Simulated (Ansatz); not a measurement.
# How BAs (F-43m) expands on warming, part 3 of 3

Wanted: α(T), C_P(T) and B(T) of BAs in the quasi-harmonic approximation.

What experiment has found for this phase:
- volume expansion coefficient 11.55 1e-6/K near room temperature (given in “Basic Physical Properties of Cubic Boron Arsenide (three times its linear coefficient)”, 2019, arxiv:1911.11281)
- volume expansion coefficient 10.8 1e-6/K near room temperature (given in “Thermal expansion coefficients of high thermal conducting BAs and BP materials (three times its linear coefficient)”, 2019, arxiv:1906.04101)

Ansatz 0.2.0; DFT LDA, scalar-relativistic, plane waves, PAW (the session's first sound run).

So far, principal linear expansion coefficients at 298 K (× 1e-6/K): step 5 (the quasi-harmonic study, functional LDA, q-mesh 2×2×2) 3.43; step 6 (q-mesh 4×4×4) 3.96.

### 7. Relaxing at another setting

The functional, the potentials or the cutoff change, so the crystal is relaxed again at the new setting.

This step: DFT PBE, scalar-relativistic, plane waves, PAW (Ansatz 0.2.0).

input.yaml

```yaml
crystal:
  lattice:
    - [0.0, 2.3660417785, 2.3660417785]
    - [2.3660417785, 0.0, 2.3660417785]
    - [2.3660417785, 2.3660417785, 0.0]
  atoms:
    - { symbol: B, position: [0.0, 0.0, 0.0] }
    - { symbol: As, position: [0.25, 0.25, 0.25] }
kpoints:
  mp_grid: { grid: [12, 12, 12] }
hamiltonian:
  xc: pbe
scf:
  occupations: { method: fixed }
output:
  forces: true
  stress: true
  eigenvalues: true
relax:
  adjacent_minimum: "off"
  f_tol: 0.001
  max_steps: 60
  cell: { stress_tol: 0.01 }
```

Command:

```bash
ansatz run input.yaml --threads 4 --pin off --max-ram 16384MiB --backend cpu --events-out ev --progress --plain --runs-dir out
```

The program printed:

```text
[...]
Crystal: 2 atoms, lattice volume = 26.491 Å³
Basis set: ecut = 420 eV, 531 PW (Γ), exchange–correlation on 48×48×48 points (8 copies of the dense FFT grid, shifted against one another)
Bands: 13, of which v1, the nominal top of the filled ones, is band 9 counted from 1 (8 counted from 0)
Symmetry: 24 space group operations
[...]
k-points: 72 of 1728 (time reversal used)
[...]
SCF iter   1: F=—  HF=-5012.077400 eV  |F-HF|=—  |Δ(HF+E_count)|=         —  Δρ=9.12e-4  dr2=1.58e-4  ethr=1.77e-3  ⟨swp⟩=4.3  Hψ=4709  notcnv=0  defer=98
[...]
SCF iter   6: F=-5012.077490 eV  HF=-5012.077490 eV  |F-HF|=4.40e-9  |Δ(HF+E_count)|=   3.95e-9  Δρ=4.11e-6  dr2=3.34e-9  ethr=2.51e-10  ⟨swp⟩=4.3  Hψ=4449  notcnv=0
SCF 1 converged in 6 iterations: F = -5012.077490 eV  dr2 = 3.34e-9
[...]
relax step   1: F+E_penalty+E_count = -5012.07748988 eV  Δ(F+E_penalty+E_count) = +0.000e0 eV  max|allowed force component| = 2.564e-16 eV/Å  Δτ_max = 0.0000 Å  P = +7.052 GPa  Ω = 26.491 Å³  (6 SCF iters, dr2 threshold 1.00e-7 eV, accepted)
Crystal: 2 atoms, lattice volume = 27.402 Å³
[...]
SCF iter   6: F=-5012.102149 eV  HF=-5012.102149 eV  |F-HF|=4.24e-9  |Δ(HF+E_count)|=   4.10e-7  Δρ=3.38e-6  dr2=3.03e-9  ethr=1.11e-9  ⟨swp⟩=6.1  Hψ=4948  notcnv=0
SCF 2 converged in 6 iterations: F = -5012.102149 eV  dr2 = 3.03e-9
relax step   2: F+E_penalty+E_count = -5012.10214910 eV  Δ(F+E_penalty+E_count) = -2.466e-2 eV  max|allowed force component| = 5.013e-17 eV/Å  Δτ_max = 0.0000 Å  P = +1.971 GPa  Ω = 27.402 Å³  energy of the carried Pulay correction = -5.902e-4 eV  (6 SCF iters, dr2 threshold 2.00e-7 eV, accepted)
Crystal: 2 atoms, lattice volume = 27.772 Å³
Basis set: ecut = 420 eV, 537 PW (Γ), exchange–correlation on 48×48×48 points (8 copies of the dense FFT grid, shifted against one another)
[...]
SCF iter   5: F=-5012.104325 eV  HF=-5012.104325 eV  |F-HF|=5.16e-8  |Δ(HF+E_count)|=   1.72e-7  Δρ=1.62e-5  dr2=6.69e-8  ethr=1.11e-9  ⟨swp⟩=4.2  Hψ=5111  notcnv=0
SCF 3 converged in 5 iterations: F = -5012.104325 eV  dr2 = 6.69e-8
relax step   3: F+E_penalty+E_count = -5012.10432533 eV  Δ(F+E_penalty+E_count) = -2.176e-3 eV  max|allowed force component| = 6.827e-17 eV/Å  Δτ_max = 0.0000 Å  P = +0.135 GPa  Ω = 27.772 Å³  energy of the carried Pulay correction = -8.245e-4 eV  (5 SCF iters, dr2 threshold 2.00e-7 eV, accepted)
[...]
relax step   4: F+E_penalty+E_count = -5012.10431995 eV  Δ(F+E_penalty+E_count) = +5.378e-6 eV  max|allowed force component| = 4.308e-17 eV/Å  Δτ_max = 0.0000 Å  P = +0.003 GPa  Ω = 27.800 Å³  energy of the carried Pulay correction = -8.418e-4 eV  (4 SCF iters, dr2 threshold 4.54e-8 eV, accepted)
[...]
relax step   5: F+E_penalty+E_count = -5012.10531500 eV  Δ(F+E_penalty+E_count) = -9.951e-4 eV  max|allowed force component| = 3.816e-17 eV/Å  Δτ_max = 0.0000 Å  P = +0.044 GPa  Ω = 27.800 Å³  stress off target by 4.37e-2 GPa  SCF on the basis re-selected at this cell (its energy is not comparable with the rows above)  (6 SCF iters)
[...]
relax step   6: F+E_penalty+E_count = -5012.10531065 eV  Δ(F+E_penalty+E_count) = +4.349e-6 eV  max|allowed force component| = 3.245e-17 eV/Å  Δτ_max = 0.0000 Å  P = +0.000 GPa  Ω = 27.809 Å³  energy of the carried Pulay correction = -5.606e-6 eV  (4 SCF iters, dr2 threshold 4.78e-9 eV, accepted)
[...]
SCF iter   5: F=-5012.105337 eV  HF=-5012.105337 eV  |F-HF|=1.82e-12  |Δ(HF+E_count)|=  1.82e-12  Δρ=2.03e-8  dr2=5.05e-14  ethr=1.00e-12  ⟨swp⟩=6.4  Hψ=4133  notcnv=0
SCF 7 converged in 5 iterations: F = -5012.105337 eV  dr2 = 5.05e-14
relax step   7: F+E_penalty+E_count = -5012.10533729 eV  Δ(F+E_penalty+E_count) = -2.663e-5 eV  max|allowed force component| = 5.020e-17 eV/Å  Δτ_max = 0.0000 Å  P = -0.000 GPa  Ω = 27.809 Å³  stress off target by 5.89e-5 GPa  SCF on the basis re-selected at this cell (its energy is not comparable with the rows above)  (5 SCF iters)
[...]
SCF converged after 5 iterations
Free energy (F): -5012.105337 eV
[...]
Internal energy: -5012.105337 eV  (E = F + TS)
E sigma→0 (E₀):  -5012.105337 eV
Fermi energy:    10.805584 eV
[...]
--- Stress (GPa, compression-positive) ---
       -0.000059      -0.000000      -0.000000
       -0.000000      -0.000059       0.000000
        0.000000       0.000000      -0.000059
  P = ⅓ Tr σ = -0.0001 GPa (-0.001 kbar)
--- Band table (eV; the first three rows and the last of 72) ---
  k-point 0: bands = [... 5 lower, -4.4149, 10.8056, 10.8056, 10.8056, 14.0616, 14.0616, 14.0616, 15.2239]
  k-point 1: bands = [... 5 lower, -4.3029, 9.7749, 10.5924, 10.5924, 14.1731, 14.3430, 14.3430, 15.8911]
  k-point 2: bands = [... 5 lower, -3.9705, 7.8817, 10.1398, 10.1398, 14.0127, 14.9322, 14.9322, 17.2754]
  k-point 71: bands = [... 5 lower, -0.1884, 2.8452, 5.4473, 5.7371, 16.0665, 16.6367, 17.5777, 17.7271]
--- Relaxed structure (5 steps of the walk, 5 accepted, 2 SCFs on fresh bases) ---
[...]
cell:  # Å, volume = 27.8090 Å³
    - [0, 2.404651, 2.404651]
    - [2.404651, 0, 2.404651]
    - [2.404651, 2.404651, 0]
  atoms:
    - { symbol: B, position: [0, 0, 0] }
    - { symbol: As, position: [0.25, 0.25, 0.25] }
```

It took 4.3 s on 4 threads of Arm Neoverse V2, shared host; peak memory 0.34 GiB; 15 s of CPU time.

The steps of the relaxation:

```csv
step,energy less that of the first step (eV),largest force component (eV/Å),pressure (GPa),volume (Å³)
1,0.0000,0.0000,7.05,26.49
2,-0.0247,0.0000,1.97,27.40
3,-0.0268,0.0000,0.13,27.77
4,-0.0268,0.0000,0.00,27.80
5*,-0.0278,0.0000,0.04,27.80
6,-0.0278,0.0000,0.00,27.81
7*,-0.0278,0.0000,0.00,27.81
```

Relaxation steps marked * repeat the geometry before them on a plane-wave basis chosen anew for their cell, so energy and pressure can jump there.

Forces are held to the 24 operations that the program found; a distortion that breaks them can't arise in this run.

```csv
"conventional cell, symmetrised",before,after,change
a (Å),4.732,4.809,+1.6 %
b (Å),4.732,4.809,+1.6 %
c (Å),4.732,4.809,+1.6 %
volume (Å³/atom),13.25,13.90,+5.0 %
```

The relaxed structure:

```xyz
2
Lattice="0.0000 2.4047 2.4047 2.4047 0.0000 2.4047 2.4047 2.4047 0.0000" Properties=species:S:1:pos:R:3 pbc="T T T"
B     0.0000    0.0000    0.0000
As    1.2023    1.2023    1.2023
```

This step gave:

```yaml
pressure: -5.89e-5 GPa
gap_on_the_k_mesh: 1.213 eV
volume_per_atom: 13.90 Å³
```

The residual pressure is -5.9e-5 GPa, small enough for phonons.

### 8. Phonons on strained cells, q-mesh 4×4×4 (run 2)

The study relaxes the crystal at several strains, solves the phonons on some of them and minimises energy plus vibrational free energy at each temperature; the q-mesh sets how far the force constants reach.

input.yaml, the sections that differ from step 7:

```yaml
crystal:
  lattice:
    - [0.0, 2.404650512, 2.404650512]
    - [2.404650512, 0.0, 2.404650512]
    - [2.404650512, 2.404650512, 0.0]
  atoms:
    - { symbol: B, position: [0.0, 0.0, 0.0] }
    - { symbol: As, position: [0.25, 0.25, 0.25] }
output:
  eigenvalues: true
phonons:
  method: dfpt
  qmesh: [4, 4, 4]
  temperatures: { t_max: 800.0, t_step: 50 }
  thermal_expansion: {}
# kpoints, hamiltonian, scf: as in step 7
# relax: removed
```

The program printed:

```text
[...]
Crystal: 2 atoms, lattice volume = 27.809 Å³
Basis set: ecut = 487.2 eV, 645 PW (Γ), exchange–correlation on 50×50×50 points (8 copies of the dense FFT grid, shifted against one another)
Bands: 13, of which v1, the nominal top of the filled ones, is band 9 counted from 1 (8 counted from 0)
Symmetry: 24 space group operations
[...]
800.00    3.42223    3.42223    3.42223    28.3409 |    7.08    7.08    7.08   21.23 |   18.66 |    47.815    47.065 |   121.71   123.64
[...]
vibrations' free energy: its fit passes through its cells
  the electrons' free energy at temperature is not in it: every band gap is over 0.83 eV
  free energies summed between the sampled wave vectors
[...]
band gaps on the cells' k-points are 1.182 to 1.252 eV
[key lines of the parts left out:]
SCF converged after 8 iterations
Free energy (F): -5012.107097 eV
Fermi energy:    10.805448 eV
P = ⅓ Tr σ = -0.0002 GPa (-0.002 kbar)
```

Wall time 12 min (4 threads); peak memory 2 GiB; 47 min of CPU time.

Strained cells of the study; zero-point energy where phonons were solved; the pressures are stresses at the typed cutoff and can carry an offset from the finite basis. Expansion cells, by row:

```csv
cell,|a| (Å),|b| (Å),|c| (Å),V (Å³/atom),E - E_lowest (meV/atom),"pressure, compression positive (GPa)",gap (eV),zero-point energy (meV/atom)
1,3.401,3.401,3.401,13.9,0,-0.019,1.213,-
2,3.428,3.428,3.428,14.24,3.205,-3.007,1.237,-
3,3.374,3.374,3.374,13.58,3.315,3.281,1.188,-
4,3.401,3.401,3.401,13.91,0.001,-0.045,1.213,79.23
5,3.418,3.418,3.418,14.12,1.299,-1.949,1.228,77.91
6,3.411,3.411,3.411,14.03,0.447,-1.162,1.222,78.47
7,3.43,3.43,3.43,14.27,3.839,-3.277,1.239,76.95
8,3.367,3.367,3.367,13.5,5.146,4.134,1.182,-
9,3.384,3.384,3.384,13.7,1.257,1.981,1.198,-
10,3.445,3.445,3.445,14.46,8.51,-4.763,1.252,-
```

Changing the level of theory (LDA → PBE) takes the volume expansion at 298 K from 11.9 to 13.5 × 10⁻⁶/K and B_T from 143 to 127 GPa.

### 9. Comparing the runs

Times are for 4 threads of Arm Neoverse V2, shared host. The runs compared:

```csv
no.,functional,cutoff (eV),k-mesh,q-mesh,method,pressure (GPa),volume expansion coefficient at 298 K (1e-6/K),C_P at 298 K (J/mol-atom/K),isothermal bulk modulus at 298 K (GPa),time,memory (GiB)
1,lda,487.2,12×12×12,2×2×2,dfpt,0,10.29,16.97,142.9,2 min,0.89
2,lda,487.2,12×12×12,4×4×4,dfpt,0,11.89,17.06,142.8,11 min,2.0
3,pbe,487.2,12×12×12,4×4×4,dfpt,0,13.54,17.48,127.3,12 min,2.0
```

The runs together, line volume. The expansion coefficient by temperature; values in 1e-6/K:

```csv
temperature (K),"lda, 487.2, 12×12×12, 2×2×2, dfpt, 0","lda, 487.2, 12×12×12, 4×4×4, dfpt, 0","pbe, 487.2, 12×12×12, 4×4×4, dfpt, 0"
0,0,0,0
50,0.39,0.61,0.77
100,2.07,2.86,3.4
150,4.06,5.18,6.11
200,6.31,7.66,8.93
250,8.49,10,11.5
298,10.3,11.9,13.5
300,10.3,12.0,13.6
350,11.9,13.5,15.3
400,13.1,14.8,16.6
450,14.0,15.8,17.6
500,14.8,16.6,18.4
550,15.4,17.2,19.1
600,15.9,17.8,19.7
650,16.4,18.2,20.1
700,16.7,18.6,20.6
750,17.1,18.9,20.9
800,17.3,19.2,21.2
```

The runs together, line C_P. Heat capacity against temperature; values in J/mol-atom/K:

```csv
temperature (K),"lda, 487.2, 12×12×12, 2×2×2, dfpt, 0","lda, 487.2, 12×12×12, 4×4×4, dfpt, 0","pbe, 487.2, 12×12×12, 4×4×4, dfpt, 0"
0,0,0,0
50,2.12,1.73,1.82
100,6.70,6.42,6.62
150,9.94,9.84,10.1
200,12.7,12.7,13.1
250,15.1,15.2,15.6
298,17.0,17.1,17.5
300,17.0,17.1,17.5
350,18.6,18.7,19.0
400,19.8,19.8,20.2
450,20.7,20.8,21.1
500,21.4,21.5,21.8
550,22.0,22.1,22.3
600,22.5,22.5,22.8
650,22.8,22.9,23.1
700,23.2,23.2,23.4
750,23.4,23.5,23.7
800,23.6,23.7,23.9
```

### 10. Summary of results

```
settings of these figures                        : PBE, 487.2 eV, k 12×12×12, q 4×4×4
volume expansion coefficient at 298 K            : 13.54 1e-6/K
C_P at 298 K                                     : 17.48 J/mol-atom/K
entropy at 298 K                                 : 16.2 J/mol-atom/K
isothermal bulk modulus at 298 K                 : 127.3 GPa
Grüneisen parameter at 298 K                     : 0.8365
volume at 298 K                                  : 14.04 Å³/atom
principal linear expansion coefficients at 298 K : 4.515, 4.515, 4.515 1e-6/K
```

In words: Near room temperature BAs expands by 13.5 × 10⁻⁶/K in volume at this level, with C_P = 17.5 J/(mol K) per mole of atoms and B_T = 127 GPa. C_P at room temperature is 70 % of the classical 3R an atom, so the stiffest modes are still partly frozen out. A measured volume expansion coefficient near room temperature is 11.55 1e-6/K (arxiv:1911.11281); the calculated 13.5 1e-6/K differs by +17 %. The levels of theory differ by up to 1.6 × 10⁻⁶/K in the volume expansion at 298 K. The interpolation has no quadrupole term, so branches near the zone centre are less sure, since some sites of this crystal are not centres of inversion.

[Long decimals in the printed logs are rounded to 6 places.]

[Logs are printed without paths, hosts, clocks, repeated set-up lines and the standing remarks that a program may print on its own settings, such as how far it seeks lower states.]

[Hosts, paths, dates, database ids (printed as entryN), source tags and the programs' standing remarks are cut or masked in the printed files.]

[Where the starting crystal was built by hand or by swapping elements, it need not be the compound's stable phase.]

[A step with changed settings may run another functional than the one named; its input shows which.]

[Pressures of single members of a volume series are the stress at the run's cutoff; with an incomplete basis they can lie off −dE/dV of the same runs, and they are not shown converged.]
